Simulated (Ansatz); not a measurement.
# CsLaTeS: complex band structure, part 2 of 3

A new crystal, CsLaTeS: structure, gap and complex bands. It is built by putting Te for part of the S in the CsLaS2 structure of space group R-3m, with the volume rescaled by atomic radii. The parent structure comes from the Materials Project.

Ansatz 0.2.0; PBE DFT, plane waves, PAW files (the session's first sound run).

So far, gap on the k-mesh (eV): step 3 (the bulk crystal and its band edges) 1.71.

The structure was built from a prototype and need not be the compound's stable phase.

### 4. Decaying states in the gap, plane (101)

This step: PBE DFT, plane waves, PAW files; complex bands by layer matching along the plane's normal (Ansatz 0.2.0).

The same crystal is laid in a cell whose first two vectors span the (101) plane (indices of the standard conventional cell, whose axes can be ordered otherwise than in the bulk input). At fixed energy and wavevector in the plane the solver finds all kz, real and complex. A few wavevectors are listed, (0, 0) and (-0.5, 0) in units of the plane's reciprocal vectors; the slowest state needn't be among them.

File input.yaml:

```yaml
crystal:
  lattice:
    - [8.945596681, 0.0, 0.0]
    - [1.150299579, 4.388284753, 0.0]
    - [1.150299579, 2.043378559, 3.883509642]
  atoms:
    - { symbol: Cs, position: [0.9859609123, 0.0046796959, 0.0046796959] }
    - { symbol: La, position: [0.5257887263, 0.4914037579, 0.4914037579] }
    - { symbol: S, position: [0.6854727702, 0.7715090766, 0.7715090766] }
    - { symbol: Te, position: [0.3027775909, 0.2324074697, 0.2324074697] }
kpoints:
  mp_grid: { grid: [6, 6, 6] }
scf:
  occupations: { method: fixed }
hamiltonian:
  xc: pbe
output:
  eigenvalues: true
  transmission:
    leads: [[0, 0]]
    kpoints: [[0.0, 0.0], [-0.5, 0.0]]
    e_range: [-1.0, 2.71]
    de: 0.07
```

Command:

```bash
$ ansatz run input.yaml --threads 2 --pin off --max-ram 4096MiB --backend cpu --events-out ev --progress --plain --runs-dir out
```

Numbers of over 12 decimals in the logs are rounded to 6 here.

Log:

```text
[...]
Crystal: 4 atoms, lattice volume = 152.450 Å³
Basis set: ecut = 420 eV, 2999 PW (Γ)
Bands: 26, of which v1, the nominal top of the filled ones, is band 21 counted from 1 (20 counted from 0)
Symmetry: 6 space group operations
[...]
k-points: 32 of 216 (time reversal used)
[...]
SCF iter   1: F=—  HF=-19809.579473 eV  |F-HF|=—  |Δ(HF+E_count)|=         —  Δρ=1.25e-3  dr2=6.03e-3  ethr=1.77e-3  ⟨swp⟩=6.5  Hψ=3164  notcnv=0  defer=55
[...]
SCF iter   7: F=-19809.578166 eV  HF=-19809.578166 eV  |F-HF|=3.05e-8  |Δ(HF+E_count)|=   2.97e-7  Δρ=2.93e-6  dr2=2.34e-8  ethr=2.38e-10  ⟨swp⟩=11.8  Hψ=4126  notcnv=0
SCF 1 converged in 7 iterations: F = -19809.578166 eV  dr2 = 2.34e-8
[...]
transmission: 5 of 10 steps passed
transmission: 10 of 10 steps passed
SCF converged after 7 iterations
Free energy (F): -19809.578166 eV
[...]
Internal energy: -19809.578166 eV  (E = F + TS)
E sigma→0 (E₀):  -19809.578166 eV
Fermi energy:    6.255289 eV
[...]
--- Band table (eV; the first three rows and the last of 32) ---
  k-point 0: bands = [... 17 lower, 4.2271, 5.6732, 6.2553, 6.2553, 8.6726, 8.8286, 8.9728, 8.9728, ... 1 higher]
  k-point 1: bands = [... 17 lower, 4.3128, 5.4185, 5.7863, 6.0750, 8.5817, 8.9106, 8.9164, 8.9597, ... 1 higher]
  k-point 2: bands = [... 17 lower, 4.4497, 4.8974, 5.5739, 5.8398, 8.4075, 8.8785, 8.8786, 8.8963, ... 1 higher]
  k-point 31: bands = [... 17 lower, 4.2474, 5.0711, 6.1867, 6.1867, 8.6308, 8.9708, 8.9708, 9.0086, ... 1 higher]
--- Transmission ---
  basis      : 343 plane waves across, 5 finite elements along
  points     : 2, as listed
  energies   : 54 from -1.000000 to 2.710000 eV about the Fermi level, 0.070000 eV apart; the leads are filled to 0.853404 eV, and channels, transmission and decay are at 0.820000 eV
  crystal 0  : Cs1Te1La1S1, at the sites [0, 0], period 3.8835 Å: whole cells are its period
    offset         : up to 0.0000 Å between an atom of the period and one for which it stands
    channels       : 0.000000e0 a spin
    conductance    : none, the energies end too early or step too widely for 300 K: set another output.transmission.e_range or a lower de, or, where they end at an eighth of basis.ecutwfc, a higher one
    slowest decay  : 0.1997 /Å at (0.0000, 0.0000)
```

The job ended after 2.9 min (2 threads of Arm Neoverse N1, shared host; peak memory 1 GiB; 5.1 min of CPU time).

This step gave:

| Quantity | Value |
| --- | --- |
| level to which the leads are filled | 0.8534 eV from the Fermi level |
| decay constant at the filling level, zone centre | 0.1997 Å⁻¹ |
| decay constant at the filling level, slowest listed point | 0.1997 Å⁻¹ |

K parallel (0, 0); values up to 1.5 1/Å, a degenerate pair printed once or twice; energies at which all values exceed this have no row. Im kz of the slowest decaying states against energy, zero at the highest filled level on the SCF mesh:

```
energy (eV)  decay 1 (Å⁻¹)  decay 2 (Å⁻¹)  decay 3 (Å⁻¹)  decay 4 (Å⁻¹)
    -1.0000         0.0616          0.366          0.403          0.464
    -0.7200          0.346          0.428          0.594          0.718
    -0.5100          0.188          0.213          0.261          0.480
    -0.2300          0.307          0.382          0.569          0.671
    -0.0200          0.347          0.407          0.553          0.681
     0.2600          0.130          0.252          0.382          0.419
     0.4700          0.165          0.309          0.395          0.419
     0.7500          0.194          0.350          0.396          0.410
     1.0300          0.212          0.369          0.387          0.393
     1.2400          0.221          0.375          0.376          0.376
     1.5200          0.226          0.346          0.353          0.372
     1.7300          0.224          0.319          0.326          0.364
     2.0100          0.207          0.246          0.281          0.346
     2.2200          0.164          0.239          0.264          0.314
     2.5000         0.0359         0.0386          0.264          0.267
```

K parallel (-0.5, 0); values up to 1.5 1/Å, a degenerate pair printed once or twice; energies at which all values exceed this have no row. Table of Im kz of the slowest decaying states by energy, zero at the highest filled level on the SCF mesh:

| energy (eV) | decay 1 (Å⁻¹) | decay 2 (Å⁻¹) | decay 3 (Å⁻¹) | decay 4 (Å⁻¹) |
| --- | --- | --- | --- | --- |
| -1.00 | 0.288 | 0.442 | 0.606 | 0.701 |
| -0.86 | 0.0448 | 0.240 | 0.426 | 0.661 |
| -0.72 | 0.0892 | 0.114 | 0.400 | 0.682 |
| -0.58 | 0.0913 | 0.251 | 0.355 | 0.672 |
| -0.44 | 0.187 | 0.244 | 0.280 | 0.661 |
| -0.23 | 0.244 | 0.306 | 0.482 | 0.645 |
| -0.09 | 0.266 | 0.319 | 0.549 | 0.633 |
| -0.02 | 0.0732 | 0.135 | 0.275 | 0.324 |
| 0.05 | 0.112 | 0.203 | 0.282 | 0.328 |
| 0.19 | 0.160 | 0.279 | 0.295 | 0.336 |
| 0.33 | 0.193 | 0.304 | 0.326 | 0.342 |
| 0.47 | 0.217 | 0.312 | 0.347 | 0.358 |
| 0.61 | 0.237 | 0.317 | 0.351 | 0.381 |
| 0.75 | 0.253 | 0.321 | 0.353 | 0.399 |
| 0.96 | 0.272 | 0.325 | 0.354 | 0.417 |
| 1.10 | 0.283 | 0.326 | 0.351 | 0.425 |
| 1.24 | 0.293 | 0.327 | 0.341 | 0.407 |
| 1.38 | 0.302 | 0.310 | 0.326 | 0.383 |
| 1.52 | 0.247 | 0.313 | 0.326 | 0.372 |
| 1.66 | 0.129 | 0.325 | 0.329 | 0.367 |
| 1.80 | 0.325 | 0.364 | 0.366 | 0.429 |
| 1.94 | 0.328 | 0.359 | 0.361 | 0.425 |
| 2.15 | 0.336 | 0.357 | 0.357 | 0.375 |
| 2.29 | 0.292 | 0.343 | 0.356 | 0.370 |
| 2.43 | 0.0999 | 0.264 | 0.295 | 0.361 |
| 2.57 | 0.146 | 0.152 | 0.232 | 0.358 |
| 2.71 | 0.204 | 0.344 | 0.391 | 0.459 |

At the listed wavevectors the last open channel is at -0.02 eV and the next at +1.73 eV on the grid. At +0.82 eV, the grid energy nearest the filling level (the middle of the gap on the SCF mesh), the slowest state at the listed wavevectors decays with κ = 0.200 Å⁻¹, its amplitude falling by e over 5.0 Å. Through 1 nm of this crystal that state's transmission falls by exp(−2 × 0.200 Å⁻¹ × 10 Å) = 0.018.

### 5. Decay over the two-dimensional zone

The listed points could miss the slowest state, so one energy near mid-gap is solved on a mesh of 6×12.

Changes to input.yaml since step 4:

```diff
@@ -18,6 +18,2 @@
   eigenvalues: true
-  transmission:
-    leads: [[0, 0]]
-    kpoints: [[0.0, 0.0], [-0.5, 0.0]]
-    e_range: [-1.0, 2.71]
-    de: 0.07
+  transmission: { leads: [[0, 0]], kmesh: [6, 12], e_range: [0.85, 0.86], de: 0.05 }
```

Log:

```text
[...]
Crystal: 4 atoms, lattice volume = 152.450 Å³
Basis set: ecut = 420 eV, 2999 PW (Γ)
Bands: 26, of which v1, the nominal top of the filled ones, is band 21 counted from 1 (20 counted from 0)
Symmetry: 6 space group operations
[...]
k-points: 32 of 216 (time reversal used)
[...]
SCF iter   1: F=—  HF=-19809.579473 eV  |F-HF|=—  |Δ(HF+E_count)|=         —  Δρ=1.25e-3  dr2=6.03e-3  ethr=1.77e-3  ⟨swp⟩=6.5  Hψ=3164  notcnv=0  defer=55
[...]
SCF iter   7: F=-19809.578166 eV  HF=-19809.578166 eV  |F-HF|=3.05e-8  |Δ(HF+E_count)|=   2.97e-7  Δρ=2.93e-6  dr2=2.34e-8  ethr=2.38e-10  ⟨swp⟩=11.8  Hψ=4126  notcnv=0
SCF 1 converged in 7 iterations: F = -19809.578166 eV  dr2 = 2.34e-8
[...]
transmission: 20 of 190 steps passed
transmission: 40 of 190 steps passed
[...]
transmission: 190 of 190 steps passed
SCF converged after 7 iterations
Free energy (F): -19809.578166 eV
[...]
Internal energy: -19809.578166 eV  (E = F + TS)
E sigma→0 (E₀):  -19809.578166 eV
Fermi energy:    6.255289 eV
[...]
--- Band table (eV; the first three rows and the last of 32) ---
  k-point 0: bands = [... 17 lower, 4.2271, 5.6732, 6.2553, 6.2553, 8.6726, 8.8286, 8.9728, 8.9728, ... 1 higher]
  k-point 1: bands = [... 17 lower, 4.3128, 5.4185, 5.7863, 6.0750, 8.5817, 8.9106, 8.9164, 8.9597, ... 1 higher]
  k-point 2: bands = [... 17 lower, 4.4497, 4.8974, 5.5739, 5.8398, 8.4075, 8.8785, 8.8786, 8.8963, ... 1 higher]
  k-point 31: bands = [... 17 lower, 4.2474, 5.0711, 6.1867, 6.1867, 8.6308, 8.9708, 8.9708, 9.0086, ... 1 higher]
--- Transmission ---
  basis      : 343 plane waves across, 5 finite elements along
  points     : 38, standing for a mesh of 6 x 12
  energies   : 1 from 0.850000 to 0.850000 eV about the Fermi level; the leads are filled to 0.853404 eV, and channels, transmission and decay are at 0.850000 eV
[...]
channels       : 0.000000e0 a spin
    conductance    : none, crystal 0 has no channel at the energies, or these end too early or step too widely for 300 K: set another output.transmission.e_range or a lower de, or, where they end at an eighth of basis.ecutwfc, a higher one
    slowest decay  : 0.2018 /Å at (0.0000, 0.0000)
```

Wall time 4.2 min (2 threads); peak memory 1.2 GiB; 8.4 min of CPU time.

This step gave:

| Item | Value |
| --- | --- |
| least decay constant on the mesh | 0.2018 Å⁻¹ |

Slowest decay constant (1/Å; 0 where a channel is open) over k1 and k2. At 0.8500 eV from the Fermi level.

Ten even steps from '_' (0.202) to '@' (0.305):
```
======++##++
++++++##@@##
++++++##%%**
****==****==
@@%%++++==**
++==..__..==
@@**==++++%%
**==****==**
++**%%##++++
++##@@##++++
==++##++====
--====--====
```
Columns: k1 (b1) from -0.5 to 0.333; rows upwards: k2 (b2) from -0.5 to 0.417.

The least value on the mesh is 0.202 Å⁻¹ at +0.85 eV. At that energy the listed points give about 0.202 Å⁻¹ by interpolation, so the mesh holds no clearly slower state.

### 6. Decaying states in the gap, plane (001)

The same for the (001) plane, at (0, 0), (-0.5, 0) and (0.5, 0) (two of them one point), to see how the decay depends on direction.

File input.yaml:

```yaml
crystal:
  lattice:
    - [4.536544081, 0.0, 0.0]
    - [2.26827204, 3.928762419, 0.0]
    - [2.26827204, -1.309587473, 8.553573673]
  atoms:
    - { symbol: Cs, position: [0.9906406082, 0.0046796959, 0.0140390877] }
    - { symbol: La, position: [0.0171924842, 0.4914037579, 0.4742112737] }
    - { symbol: S, position: [0.4569818468, 0.7715090766, 0.3145272298] }
    - { symbol: Te, position: [0.5351850606, 0.2324074697, 0.6972224091] }
kpoints:
  mp_grid: { grid: [6, 6, 6] }
scf:
  occupations: { method: fixed }
hamiltonian:
  xc: pbe
output:
  eigenvalues: true
  transmission:
    leads: [[0, 0]]
    kpoints: [[0.0, 0.0], [-0.5, 0.0], [0.5, 0.0]]
    e_range: [-1.0, 2.71]
    de: 0.09
```

Log:

```text
[...]
Crystal: 4 atoms, lattice volume = 152.450 Å³
Basis set: ecut = 420 eV, 2999 PW (Γ)
Bands: 26, of which v1, the nominal top of the filled ones, is band 21 counted from 1 (20 counted from 0)
Symmetry: 6 space group operations
[...]
k-points: 32 of 216 (time reversal used)
[...]
SCF iter   1: F=—  HF=-19809.579306 eV  |F-HF|=—  |Δ(HF+E_count)|=         —  Δρ=1.25e-3  dr2=6.02e-3  ethr=1.77e-3  ⟨swp⟩=6.5  Hψ=3136  notcnv=0  defer=57
[...]
SCF iter   7: F=-19809.578168 eV  HF=-19809.578168 eV  |F-HF|=2.96e-8  |Δ(HF+E_count)|=   2.94e-7  Δρ=2.81e-6  dr2=2.18e-8  ethr=2.38e-10  ⟨swp⟩=12.0  Hψ=4095  notcnv=0
SCF 1 converged in 7 iterations: F = -19809.578168 eV  dr2 = 2.18e-8
[...]
transmission: 11 of 33 steps passed
transmission: 22 of 33 steps passed
transmission: 33 of 33 steps passed
SCF converged after 7 iterations
Free energy (F): -19809.578168 eV
[...]
Internal energy: -19809.578168 eV  (E = F + TS)
E sigma→0 (E₀):  -19809.578168 eV
Fermi energy:    6.255288 eV
[...]
--- Band table (eV; the first three rows and the last of 32) ---
  k-point 0: bands = [... 17 lower, 4.2271, 5.6732, 6.2553, 6.2553, 8.6726, 8.8286, 8.9728, 8.9728, ... 1 higher]
  k-point 1: bands = [... 17 lower, 4.2321, 5.5319, 6.2380, 6.2380, 8.6599, 8.9066, 8.9719, 8.9719, ... 1 higher]
  k-point 2: bands = [... 17 lower, 4.2423, 5.2377, 6.2037, 6.2037, 8.6398, 8.9711, 8.9711, 8.9876, ... 1 higher]
  k-point 31: bands = [... 17 lower, 4.5146, 4.9636, 5.1920, 5.3529, 8.6543, 8.6999, 8.8957, 8.9162, ... 1 higher]
--- Transmission ---
  basis      : 163 plane waves across, 11 finite elements along
  points     : 3, as listed
[...]
crystal 0  : S1La1Te1Cs1, at the sites [0, 0], period 8.5536 Å: whole cells are its period
[...]
channels       : 0.000000e0 a spin
[...]
slowest decay  : 0.2493 /Å at (0.0000, 0.0000)
```

The job ended after 43 s (2 threads; peak memory 0.63 GiB; 85 s of CPU time).

Numbers from this step:

```
decay constant at the filling level, zone centre          : 0.2493 Å⁻¹
decay constant at the filling level, slowest listed point : 0.2493 Å⁻¹
```

K parallel (0, 0); values up to 1.5 1/Å, a degenerate pair printed once or twice; energies at which all values exceed this have no row. The Im kz of the slowest decaying states by energy, zero at the highest filled level on the SCF mesh:

| energy (eV) | decay 1 (Å⁻¹) | decay 2 (Å⁻¹) | decay 3 (Å⁻¹) | decay 4 (Å⁻¹) |
| --- | --- | --- | --- | --- |
| -1.00 | 0.466 | 0.909 | 0.981 | - |
| -0.82 | 0.448 | 0.893 | 0.964 | - |
| -0.73 | 0.436 | 0.885 | 0.955 | - |
| -0.55 | 0.0551 | 0.403 | 0.869 | 0.937 |
| -0.37 | 0.134 | 0.352 | 0.852 | 0.918 |
| -0.28 | 0.156 | 0.315 | 0.844 | 0.908 |
| -0.10 | 0.149 | 0.188 | 0.826 | 0.889 |
| -0.01 | 0.200 | 0.817 | 0.879 | - |
| 0.17 | 0.218 | 0.284 | 0.799 | 0.858 |
| 0.35 | 0.232 | 0.353 | 0.780 | 0.836 |
| 0.44 | 0.237 | 0.374 | 0.770 | 0.825 |
| 0.62 | 0.244 | 0.405 | 0.750 | 0.802 |
| 0.80 | 0.248 | 0.425 | 0.728 | 0.778 |
| 0.89 | 0.249 | 0.433 | 0.717 | 0.765 |
| 1.07 | 0.249 | 0.444 | 0.694 | 0.739 |
| 1.25 | 0.247 | 0.452 | 0.669 | 0.712 |
| 1.34 | 0.245 | 0.455 | 0.655 | 0.697 |
| 1.52 | 0.238 | 0.459 | 0.627 | 0.666 |
| 1.70 | 0.229 | 0.460 | 0.595 | 0.632 |
| 1.79 | 0.223 | 0.461 | 0.577 | 0.614 |
| 1.97 | 0.207 | 0.460 | 0.537 | 0.575 |
| 2.06 | 0.198 | 0.460 | 0.512 | 0.553 |
| 2.24 | 0.174 | 0.369 | 0.457 | 0.505 |
| 2.42 | 0.0478 | 0.158 | 0.428 | 0.473 |
| 2.51 | 0.0864 | 0.268 | 0.388 | 0.475 |
| 2.69 | 0.244 | 0.315 | 0.489 | 0.508 |

K parallel (-0.5, 0); values up to 1.5 1/Å, a degenerate pair printed once or twice; energies at which all values exceed this have no row. Im kz of the slowest decaying states against energy, zero at the highest filled level on the SCF mesh:

```
energy (eV)  decay 1 (Å⁻¹)  decay 2 (Å⁻¹)  decay 3 (Å⁻¹)  decay 4 (Å⁻¹)
      -1.00         0.0701          0.364          0.454          0.546
      -0.82          0.334          0.482          0.567           1.32
      -0.64          0.118          0.268          0.500          0.576
      -0.46          0.200          0.513          0.578           1.29
      -0.28          0.243          0.269          0.523          0.576
      -0.10          0.271          0.359          0.529          0.571
      -0.01          0.282          0.388          0.531          0.567
       0.08          0.291          0.411          0.533          0.563
       0.26          0.303          0.447          0.536          0.554
       0.44          0.310          0.474          0.537          0.544
       0.62          0.311          0.496          0.534          0.536
       0.80          0.305          0.513          0.524          0.534
       1.07          0.281          0.513          0.529          0.533
       1.25          0.251          0.508          0.524          0.544
       1.43          0.206          0.506          0.518          0.554
       1.61          0.128          0.507          0.510          0.564
       1.79          0.499          0.513          0.575           1.06
       1.97          0.483          0.527          0.591           1.03
       2.15         0.0308          0.461          0.562          0.618
       2.33         0.0839          0.423          0.693          0.694
       2.51          0.335          0.448          0.563          0.867
       2.69         0.0448          0.131          0.333          0.648
```

K parallel (0.5, 0); values up to 1.5 1/Å, a degenerate pair printed once or twice; energies at which all values exceed this have no row. Im kz of the slowest decaying states against energy, zero at the highest filled level on the SCF mesh:

```
energy (eV)  decay 1 (Å⁻¹)  decay 2 (Å⁻¹)  decay 3 (Å⁻¹)  decay 4 (Å⁻¹)
      -1.00         0.0701          0.364          0.454          0.546
      -0.82          0.334          0.482          0.567           1.32
      -0.73          0.308          0.492          0.573           1.31
      -0.55          0.167          0.196          0.507          0.578
      -0.37          0.171          0.224          0.518          0.578
      -0.28          0.243          0.269          0.523          0.576
      -0.10          0.271          0.359          0.529          0.571
      -0.01          0.282          0.388          0.531          0.567
       0.17          0.298          0.431          0.535          0.559
       0.35          0.307          0.462          0.536          0.549
       0.44          0.310          0.474          0.537          0.544
       0.62          0.311          0.496          0.534          0.536
       0.80          0.305          0.513          0.524          0.534
       0.89          0.299          0.520          0.520          0.533
       1.07          0.281          0.513          0.529          0.533
       1.25          0.251          0.508          0.524          0.544
       1.34          0.231          0.507          0.521          0.549
       1.52          0.173          0.506          0.514          0.559
       1.70         0.0345          0.505          0.510          0.569
       1.79          0.499          0.513          0.575           1.06
       1.97          0.483          0.527          0.591           1.03
       2.06          0.473          0.540          0.602           1.02
       2.24         0.0731          0.445          0.602          0.645
       2.42         0.0754          0.390          0.592          0.715
       2.51          0.335          0.448          0.563          0.867
       2.69         0.0448          0.131          0.333          0.648
```

At the listed wavevectors the last open channel is at -0.01 eV and the next at +1.79 eV on the grid. At +0.89 eV, the grid energy nearest the filling level (the middle of the gap on the SCF mesh), the slowest state at the listed wavevectors decays with κ = 0.249 Å⁻¹, its amplitude falling by e over 4.0 Å; the first such run, plane (101), gave 0.200 Å⁻¹.

(Part 2 of 3 ends here.)

[Logs are printed without paths, hosts, clocks, repeated set-up lines and the standing remarks that a program may print on its own settings, such as how far it seeks lower states.]

[Hosts, paths, dates, database ids (printed as entryN), source tags and the programs' standing remarks are cut or masked in the printed files.]

[New means built here by substitution; the compound itself may be known and measured.]
